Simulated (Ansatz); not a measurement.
# How the smearing shapes the phonons of SrCd (Pm-3m)

Does SrCd (Pm-3m) have a Kohn anomaly or a soft branch that a wide smearing hides?

Main program and level: Ansatz 0.2.0; DFT PBEsol, scalar-relativistic, plane waves, PAW.

Report form: the programs' logs are mostly left out.

**1. The starting structure**

The structure is cubic, space group Pm-3m (No. 221). Conventional cell: a = 4.003 Å, b = 4.003 Å, c = 4.003 Å, α = 90.00°, β = 90.00°, γ = 90.00°. Sr has 8 Cd at 3.47 Å nearest. Cd has 8 Sr at 3.47 Å nearest. Farther neighbours are not listed.

As a file:

```cif
data_structure
_symmetry_space_group_name_H-M 'P 1'
_symmetry_Int_Tables_number 1
_cell_length_a 4.0030
_cell_length_b 4.0030
_cell_length_c 4.0030
_cell_angle_alpha 90.000
_cell_angle_beta 90.000
_cell_angle_gamma 90.000
_cell_volume 64.14
loop_
_atom_site_label
_atom_site_type_symbol
_atom_site_fract_x
_atom_site_fract_y
_atom_site_fract_z
_atom_site_occupancy
Sr1 Sr 0.50000 0.50000 0.50000 1
Cd2 Cd 0.00000 0.00000 0.00000 1
```

**2. Relaxation**

Lattice constant and positions set the bands and the force constants, so the cell is relaxed first.

The input, input.yaml:

```yaml
crystal:
  lattice:
    - [4.003, 0.0, 0.0]
    - [0.0, 4.003, 0.0]
    - [0.0, 0.0, 4.003]
  atoms:
    - { symbol: Sr, position: [0.5, 0.5, 0.5] }
    - { symbol: Cd, position: [0.0, 0.0, 0.0] }
kpoints:
  mp_grid: { grid: [8, 8, 8] }
hamiltonian:
  xc: pbesol
scf:
  occupations: { method: gaussian, width: 0.1 }
output:
  forces: true
  stress: true
  eigenvalues: true
relax:
  adjacent_minimum: "off"
  f_tol: 0.005
  max_steps: 80
  cell: { stress_tol: 0.05 }
```

Launch:

```sh
$ ansatz run input.yaml --threads 4 --pin off --max-ram 8192MiB --backend cpu --events-out ev --progress --plain --runs-dir out
```

Elapsed: 3 s, on 4 threads of Arm Neoverse V1, shared host; peak memory 0.36 GiB.

Step by step:

```
step  energy less that of the first step (eV)  largest force component (eV/Å)  pressure (GPa)  volume (Å³)
   1                                   0.0000                          0.0000           -0.64        64.14
   2                                  -0.0028                          0.0000           -0.21        63.13
   3                                  -0.0031                          0.0000            0.01        62.66
   4                                  -0.0030                          0.0000            0.01        62.66
```

The log counts 1 steps on a newly chosen plane-wave basis, not all of them marked here; energy and pressure can jump at such steps.

```
conventional cell, symmetrised  before  after  change
                         a (Å)   4.003  3.972  -0.8 %
                         b (Å)   4.003  3.972  -0.8 %
                         c (Å)   4.003  3.972  -0.8 %
              volume (Å³/atom)   32.07  31.33  -2.3 %
```

The relaxed structure:

```cif
data_structure
_symmetry_space_group_name_H-M 'P 1'
_symmetry_Int_Tables_number 1
_cell_length_a 3.9718
_cell_length_b 3.9718
_cell_length_c 3.9718
_cell_angle_alpha 90.000
_cell_angle_beta 90.000
_cell_angle_gamma 90.000
_cell_volume 62.66
loop_
_atom_site_label
_atom_site_type_symbol
_atom_site_fract_x
_atom_site_fract_y
_atom_site_fract_z
_atom_site_occupancy
Sr1 Sr 0.50000 0.50000 0.50000 1
Cd2 Cd 0.00000 0.00000 0.00000 1
```

This step gave:

- pressure: 0.009560 GPa
- volume per atom: 31.33 Å³
- metallic on mesh: yes
- gap on the k-mesh: 0 eV

The largest force is now zero by symmetry and the largest stress component 0.0096 GPa, small enough for phonons.

**3. Wavevectors along a line: Fermi–Dirac smearing of 0.1 eV**

The smearing blurs the Fermi surface that screens the phonons; a Fermi–Dirac width is an electronic temperature.

The input, input.yaml:

```yaml
crystal:
  lattice:
    - [3.9718423159, 0.0, 0.0]
    - [0.0, 3.9718423159, 0.0]
    - [0.0, 0.0, 3.9718423159]
  atoms:
    - { symbol: Sr, position: [0.5, 0.5, 0.5] }
    - { symbol: Cd, position: [0.0, 0.0, 0.0] }
kpoints:
  mp_grid: { grid: [12, 12, 12] }
hamiltonian:
  xc: pbesol
scf:
  occupations: { method: fermi_dirac, width: 0.1 }
output:
  eigenvalues: true
phonons:
  method: dfpt
  qpoints:
    - [0, 0, 0]
    - [0.0, 0.083333333, 0.0]
    - [0.0, 0.166666667, 0.0]
    - [0.0, 0.25, 0.0]
    - [0.0, 0.333333333, 0.0]
    - [0.0, 0.416666667, 0.0]
    - [0.0, 0.5, 0.0]
```

Wall time 5.1 min (4 threads); peak memory 1.7 GiB; 20 min of CPU time.

Each wavevector solved by linear response. Table of frequency by |q| along the line:

```csv
|q| along the line (Å⁻¹),mode 1 (cm⁻¹),mode 2 (cm⁻¹),mode 3 (cm⁻¹),mode 4 = mode 5 (cm⁻¹),mode 6 (cm⁻¹)
0.000,0,0,0,107,107
0.132,14.7,14.7,19.4,106,106
0.264,29.3,29.3,37.1,104,107
0.396,43.1,43.1,50.9,99.7,107
0.527,55.9,55.9,58.9,94.4,109
0.659,61.6,67.0,67.0,87.8,111
0.791,61.2,73.9,73.9,82.6,111
```

**4. Wavevectors along a line: Fermi–Dirac smearing of 0.25 eV**

input.yaml, as its differences from that of step 3:

```diff
@@ -13,3 +13,3 @@
 scf:
-  occupations: { method: fermi_dirac, width: 0.1 }
+  occupations: { method: fermi_dirac, width: 0.25 }
 output:
```

Wider smearing eases the sum over k-points of a metal but moves the result away from its zero-temperature value.

It took 5.5 min on 4 threads; peak memory 1.7 GiB.

Each wavevector solved by linear response. Frequency against |q| along the line:

```
|q| along the line (Å⁻¹)  mode 1 (cm⁻¹)  mode 2 (cm⁻¹)  mode 3 (cm⁻¹)  mode 4 = mode 5 (cm⁻¹)  mode 6 (cm⁻¹)
                   0.000              0              0              0                     106            106
                   0.132           14.8           14.8           19.5                     106            106
                   0.264           29.3           29.3           37.0                     103            106
                   0.396             43             43           50.4                    99.2            107
                   0.527           55.6           55.6           58.2                    93.8            109
                   0.659           60.8           66.7           66.7                    87.2            111
                   0.791           60.9           73.5           73.5                    81.9            112
```

Against step 3 (now smearing width 0.25 eV), the free energy moves by -61.4 meV an atom.

**5. Wavevectors along a line: Fermi–Dirac smearing of 0.04 eV**

input.yaml, as its differences from that of step 4:

```diff
@@ -13,3 +13,3 @@
 scf:
-  occupations: { method: fermi_dirac, width: 0.25 }
+  occupations: { method: fermi_dirac, width: 0.04 }
 output:
```

Narrower smearing comes nearer the zero-temperature value but asks more of the mesh.

Wall time 5 min (4 threads); peak memory 1.6 GiB.

Each wavevector solved by linear response. The frequency by |q| along the line:

| \|q\| along the line (Å⁻¹) | mode 1 (cm⁻¹) | mode 2 (cm⁻¹) | mode 3 (cm⁻¹) | mode 4 = mode 5 (cm⁻¹) | mode 6 (cm⁻¹) |
| --- | --- | --- | --- | --- | --- |
| 0.000 | 0 | 0 | 0 | 107 | 107 |
| 0.132 | 14.5 | 14.5 | 19.1 | 106 | 106 |
| 0.264 | 29.4 | 29.4 | 36.8 | 104 | 106 |
| 0.396 | 43.1 | 43.1 | 51.0 | 99.6 | 106 |
| 0.527 | 55.8 | 55.8 | 59.1 | 94.3 | 108 |
| 0.659 | 61.9 | 67.1 | 67.1 | 88.0 | 111 |
| 0.791 | 59.9 | 73.9 | 73.9 | 82.6 | 109 |

Against step 3 (now smearing width 0.04 eV), the free energy moves by +10.9 meV an atom.

**6. Wavevectors along a line: Methfessel–Paxton smearing of 0.2 eV**

The smearing blurs the Fermi surface that screens the phonons; a Methfessel–Paxton width blurs it less than a thermal one.

input.yaml, as its differences from that of step 5:

```diff
@@ -13,3 +13,3 @@
 scf:
-  occupations: { method: fermi_dirac, width: 0.04 }
+  occupations: { method: methfessel_paxton, width: 0.2 }
 output:
```

It took 5.2 min on 4 threads; peak memory 1.7 GiB; 20 min of CPU time.

Each wavevector solved by linear response. Table of frequency by |q| along the line:

| \|q\| along the line (Å⁻¹) | mode 1 (cm⁻¹) | mode 2 (cm⁻¹) | mode 3 (cm⁻¹) | mode 4 = mode 5 (cm⁻¹) | mode 6 (cm⁻¹) |
| --- | --- | --- | --- | --- | --- |
| 0.000 | 0 | 0 | 0 | 107 | 107 |
| 0.132 | 14.6 | 14.6 | 19.2 | 106 | 106 |
| 0.264 | 29.4 | 29.4 | 37.0 | 104 | 106 |
| 0.396 | 43.1 | 43.1 | 51.1 | 99.7 | 107 |
| 0.527 | 55.9 | 55.9 | 59.3 | 94.5 | 108 |
| 0.659 | 61.9 | 67.0 | 67.0 | 88.0 | 110 |
| 0.791 | 60.4 | 73.9 | 73.9 | 82.9 | 110 |

Against step 3 (now occupations Methfessel-Paxton and smearing width 0.2 eV), the free energy moves by +12.4 meV an atom.

**7. The lowest branch at each setting**

Table of lowest frequency by |q| along the line:

```
|q| along the line (Å⁻¹)  fermi dirac 0.1 eV, k 12x12x12 (cm⁻¹)  fermi dirac 0.25 eV, k 12x12x12 (cm⁻¹)  fermi dirac 0.04 eV, k 12x12x12 (cm⁻¹)  methfessel paxton 0.2 eV, k 12x12x12 (cm⁻¹)
                   0.000                                      0                                       0                                       0                                            0
                   0.132                                   14.7                                    14.8                                    14.5                                         14.6
                   0.264                                   29.3                                    29.3                                    29.4                                         29.4
                   0.396                                   43.1                                      43                                    43.1                                         43.1
                   0.527                                   55.9                                    55.6                                    55.8                                         55.9
                   0.659                                   61.6                                    60.8                                    61.9                                         61.9
                   0.791                                   61.2                                    60.9                                    59.9                                         60.4
```

**8. What came out**

| Item | Value |
| --- | --- |
| phonon run of the rows without a label of their own | PBEsol, k 12×12×12 |
| lowest branch at the last solved point, Fermi–Dirac 0.1 eV | 61.2 cm⁻¹ at \|q\| = 0.791 Å⁻¹ |
| lowest branch at the last solved point, Fermi–Dirac 0.25 eV | 60.9 cm⁻¹ at \|q\| = 0.791 Å⁻¹ |
| lowest branch at the last solved point, Fermi–Dirac 0.04 eV | 59.9 cm⁻¹ at \|q\| = 0.791 Å⁻¹ |
| lowest branch at the last solved point, Methfessel–Paxton 0.2 eV | 60.4 cm⁻¹ at \|q\| = 0.791 Å⁻¹ |

What this shows: No branch softens by more than 4 % of the top frequency as the smearing narrows, so no anomaly that hangs on the smearing shows at these points. The line holds 7 wavevectors, so a narrow dip between them would be missed. Between Fermi–Dirac 0.25 eV and Fermi–Dirac 0.04 eV the largest change, with modes counted by rank of frequency, is in mode 6 at |q| = 0.791 Å⁻¹, from 112 to 109 cm⁻¹. Where branches cross, a count by rank can hide a softening. At the narrowest width the k mesh may not resolve the Fermi surface, so part of the change can be mesh noise.

[Logs are printed without paths, hosts, clocks, repeated set-up lines and the standing remarks that a program may print on its own settings, such as how far it seeks lower states.]

[Hosts, paths, dates, database ids (printed as entryN), source tags and the programs' standing remarks are cut or masked in the printed files.]
